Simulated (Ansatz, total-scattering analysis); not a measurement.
# amorphous 20GeTe-80Sb2Te3 (mol %): run and scatter

Aim: the structure of amorphous 20GeTe-80Sb2Te3 (mol %) at 300 K, and the X-ray and neutron patterns it would give.

Method: ab initio molecular dynamics with Ansatz (PBE, plane waves, PAW set soft_1, Langevin thermostat, no spin, fixed volume). Composition: Ge 4.5, Sb 36.4, Te 59.1 atom %; 66 atoms. The average runs over 2.97 ps of 66 atoms, so shells between rare elements are rough. Mean temperature 316 K, largest m.s.d. 0.72 Å², energy drift -16 meV an atom (last third less first), Langevin friction 2 ps⁻¹; the first quarter of the run is discarded. Preparation: atoms packed at random with minimum distances, then 2.4 ps at 1600 K, 2.5 ps at 990 K and 2.5 ps at 530 K with a cheaper basis and a friction of 10 ps⁻¹ (mean temperature of the first stage 1682 K), too short to forget the start in full. So short a stretch relaxes bonds and nearest shells but still remembers its start.

## The run

The step of 2.625 fs has to resolve the fastest vibration, that of the lightest atoms and stiffest bonds. The volume is fixed, since the run is too short for a cell to find its own; the mean pressure then hints how far the functional is from its own density, with errors up to a few GPa from cell size, k-points and loose SCF steps (the program warns of the last). One k-point, Γ, is the usual economy for a cell of this size; for a metal it leaves the Fermi surface coarse, which shows in pressures and can favour freezing. Smeared occupations keep the forces smooth should levels come near the Fermi energy. A Langevin thermostat samples the right structure once equilibrated, but its friction lowers diffusion.

The input, input.yaml:

```yaml
crystal:
  lattice:
    - [13.1873, 0.0, 0.0]
    - [0.0, 13.1873, 0.0]
    - [0.0, 0.0, 13.1873]
  atoms:
    - { symbol: Ge, position: [0.18532, 0.77789, 0.78297] }
    - { symbol: Ge, position: [0.11936, 0.12892, 0.81255] }
    - { symbol: Ge, position: [0.83617, 0.41507, 0.20702] }
    - { symbol: Sb, position: [0.19207, 0.61769, 0.50497] }
[... 60 atom lines left out ...]
    - { symbol: Te, position: [0.99878, 0.53451, 0.38107] }
    - { symbol: Te, position: [0.51867, 0.79122, 0.01116] }
kpoints:
  mp_grid: { grid: [1, 1, 1] }
scf:
  occupations: { method: fermi_dirac, width: 0.0259 }
hamiltonian:
  xc: pbe
  pseudopotentials: { kind: paw, azcp: { folder: soft_1 } }
output:
  forces: true
  stress: true
md:
  timestep: 2.625
  n_steps: 1500
  ensemble: nvt_langevin
  temperature: 300.0
  initial_velocities: maxwell_boltzmann
  seed: 7
  friction: 0.002
```

```console
$ ansatz run input.yaml --threads 16 --pin off --max-ram 32768MiB --backend cuda --events-out ev --progress --plain --runs-dir out --max-vram 52GiB
```

```text
Warning: md: disabling space-group detection — thermal motion breaks the input geometry's symmetry, so no spatial operation reduces the k-mesh or symmetrises the density; time reversal is kept, so that k and −k are [...]
Warning: output.stress: scf.convergence.dr2_threshold = 6.6e-8 eV (the default of an md: trajectory) is looser than the 6.6e-9 eV advised for a printed stress (1e-10 eV for each atom of the cell: 66). What an SCF [...]
Engine: ansatz 0.2.0, aarch64-unknown-linux-gnu
Pseudopotential: Ge, paw, valence charge 14, recommended cutoff 420 eV (normal), soft_1/Ge.paw.azcp
Pseudopotential: Sb, paw, valence charge 15, recommended cutoff 420 eV (normal), soft_1/Sb.paw.azcp
Pseudopotential: Te, paw, valence charge 16, recommended cutoff 420 eV (normal), soft_1/Te.paw.azcp
Functional definition: PBE
Crystal: 66 atoms, lattice volume = 2293.336 Å³
Basis set: ecut = 420 eV, 44713 PW (Γ), exchange–correlation on 180×180×180 points (8 copies of the dense FFT grid, shifted against one another)
Bands: 616, of which v1, the nominal top of the filled ones, is band 513 counted from 1 (512 counted from 0)
k-points: 1
[... other set-up lines, SCF lines and steps between those shown are left out ...]
md step     0: t =     0.00 fs  T =   295.5 K  F+E_penalty+E_count = -440731.12243972 eV  E_kin = 2.520570 eV  P_inst = 0.7500 GPa  (11 SCF iters)
md step     1: t =     2.62 fs  T =   305.9 K  F+E_penalty+E_count = -440731.14071013 eV  E_kin = 2.610003 eV  P_inst = 0.7397 GPa  (7 SCF iters)
md step    60: t =   157.50 fs  T =   384.0 K  F+E_penalty+E_count = -440732.70287975 eV  E_kin = 3.276102 eV  P_inst = 0.3309 GPa  (6 SCF iters)
md step   120: t =   315.00 fs  T =   386.2 K  F+E_penalty+E_count = -440733.14629955 eV  E_kin = 3.294684 eV  P_inst = 0.6138 GPa  (9 SCF iters)
md step   180: t =   472.50 fs  T =   430.8 K  F+E_penalty+E_count = -440733.26828310 eV  E_kin = 3.675253 eV  P_inst = 0.3873 GPa  (9 SCF iters)
md step   240: t =   630.00 fs  T =   399.3 K  F+E_penalty+E_count = -440732.74527674 eV  E_kin = 3.406207 eV  P_inst = 0.7082 GPa  (9 SCF iters)
md step   360: t =   945.00 fs  T =   358.5 K  F+E_penalty+E_count = -440733.57944952 eV  E_kin = 3.058478 eV  P_inst = 0.5744 GPa  (8 SCF iters)
md step   480: t =  1260.00 fs  T =   335.3 K  F+E_penalty+E_count = -440733.68755995 eV  E_kin = 2.860631 eV  P_inst = 0.7200 GPa  (9 SCF iters)
md step   600: t =  1575.00 fs  T =   338.4 K  F+E_penalty+E_count = -440733.99989140 eV  E_kin = 2.886713 eV  P_inst = 0.9361 GPa  (9 SCF iters)
md step   720: t =  1890.00 fs  T =   347.9 K  F+E_penalty+E_count = -440734.09289806 eV  E_kin = 2.967567 eV  P_inst = 0.2565 GPa  (9 SCF iters)
md step   840: t =  2205.00 fs  T =   339.3 K  F+E_penalty+E_count = -440734.26814493 eV  E_kin = 2.894445 eV  P_inst = 0.5597 GPa  (8 SCF iters)
md step   960: t =  2520.00 fs  T =   273.3 K  F+E_penalty+E_count = -440734.21812591 eV  E_kin = 2.331395 eV  P_inst = 0.4817 GPa  (8 SCF iters)
md step  1080: t =  2835.00 fs  T =   302.5 K  F+E_penalty+E_count = -440734.68896181 eV  E_kin = 2.580939 eV  P_inst = 0.5246 GPa  (9 SCF iters)
md step  1200: t =  3150.00 fs  T =   349.9 K  F+E_penalty+E_count = -440734.71371784 eV  E_kin = 2.984892 eV  P_inst = 0.5060 GPa  (9 SCF iters)
md step  1320: t =  3465.00 fs  T =   341.0 K  F+E_penalty+E_count = -440734.81888151 eV  E_kin = 2.909072 eV  P_inst = 0.9719 GPa  (8 SCF iters)
md step  1440: t =  3780.00 fs  T =   274.4 K  F+E_penalty+E_count = -440735.29980799 eV  E_kin = 2.340839 eV  P_inst = 0.8505 GPa  (9 SCF iters)
[... last step's energies and forces left out ...]
--- MD trajectory: 1500 steps, t = 0.0 → 3937.5 fs ---
  final state: T = 313.8 K   F+E_penalty+E_count = -440735.27807803 eV   E_kin = 2.677388 eV
```

Run time: 14 min on 1 × NVIDIA GB200 with 16 threads of Arm Neoverse V2, with other jobs on the host, peak memory 1.7 GiB.

## Analysis

S(Q) is the Faber–Ziman total, Σ ci cj fi fj (Sij − 1)/⟨f⟩² + 1. Below 4 Å⁻¹ the partials are summed on the cell's own reciprocal vectors (from 0.48 Å⁻¹) and folded with a Gaussian of σ = 0.10 Å⁻¹; above it they are transforms of g(r) out to 9.0 Å, tapered over the last 40 %. The fold lowers sharp peaks, and with so few vectors their positions are good to about 0.1 Å⁻¹. X-rays take neutral-atom form factors, neutrons coherent lengths (Ge 8.185, Sb 5.57, Te 5.68 fm). G(r) = 4πrρ₀[g(r) − 1] carries the resolution of a Lorch-windowed transform up to 20 Å⁻¹. The patterns are simulated, not measured. The potential energy falls by 16 meV an atom from the first to the last third of the average, so the sample is relaxing or ordering and this is no equilibrium average. Spin–orbit coupling is left out. The cell is small: beyond half the box only the part of each shell inside it is counted, and low-Q values rest on few vectors. It is averaged over 126 frames.

| T (K) | state | density (g/cm³) | first clear X-ray maximum (Å⁻¹) | its height (X-ray) | first clear neutron maximum (Å⁻¹) | its height (neutron) | Sb–Te (Å) | Te around Sb | Sb–Sb (Å) | held | D over the elements, rough (10⁻⁹ m²/s) |
| --- | --- | --- | --- | --- | --- | --- | --- | --- | --- | --- | --- |
| 300 | relaxing | 5.877 | 2.00 | 1.74 | 2.00 | 1.70 | 2.89 | 4.21 | 2.98 | volume, 0.7 GPa mean | - |

neutron S(Q):

```tsv
Q (Å⁻¹)	300 K
0.8	0.13
1.1	0.19
1.4	0.20
1.7	0.46
2.0	1.70
2.3	1.22
2.6	1.01
2.9	1.09
3.2	1.08
3.5	0.82
3.8	0.75
4.1	0.99
4.4	1.15
4.7	1.13
5.0	1.08
5.3	0.98
5.6	0.89
5.9	0.91
6.2	1.00
6.5	1.05
6.8	1.05
7.1	1.04
7.4	1.01
7.7	0.96
8.0	0.95
8.3	0.98
8.6	1.02
8.9	1.03
```

At 300 K the maxima of S(Q), Q in Å⁻¹ (height), are X-ray: 2.00 (1.74), 3.10 (1.13), 4.44 (1.16), 6.55 (1.06); neutron: 2.00 (1.70), 3.07 (1.13), 4.46 (1.15), 6.61 (1.05). Its shells:

```
 pair  first peak (Å)  g there  first minimum (Å)  g there                    neighbours  X-ray weight (f = Z)  neutron weight
Ge–Te            2.80      4.5               3.84     0.76  5.0 Te per Ge, 0.4 Ge per Te                  0.03            0.08
Ge–Sb            2.83      2.5               3.42     0.82  1.3 Sb per Ge, 0.2 Ge per Sb                  0.02            0.05
Sb–Te            2.89      3.4               3.80     0.98  4.2 Te per Sb, 2.6 Sb per Te                  0.44            0.41
Sb–Sb            2.98      3.2               3.44     0.47                           1.2                  0.13            0.12
```

The tapered transform alone would put 1.46 at the neutron maximum of 2.00 Å⁻¹, where the reciprocal vectors give 1.70: a cut in r lowers sharp peaks, which is why the direct sum is used there.

**Reading.** The first Sb–Te shell holds 4.2 Te at 2.89 Å, with no empty gap behind it. The first Sb–Sb shell holds 1.2 Sb at 2.98 Å, with no empty gap behind it. Besides Ge–Te (2.80 Å) and Sb–Te (2.89 Å) there are bonds within one sublattice: Ge–Sb at 2.83 Å (1.3 Sb per Ge) and Sb–Sb at 2.98 Å (1.2 Sb per Sb). They come from an excess of an element or from broken chemical order, which a quench of picoseconds from a random start overstates.

[Logs are printed without paths, hosts, clocks, repeated set-up lines and the standing remarks that a program may print on its own settings, such as how far it seeks lower states.]
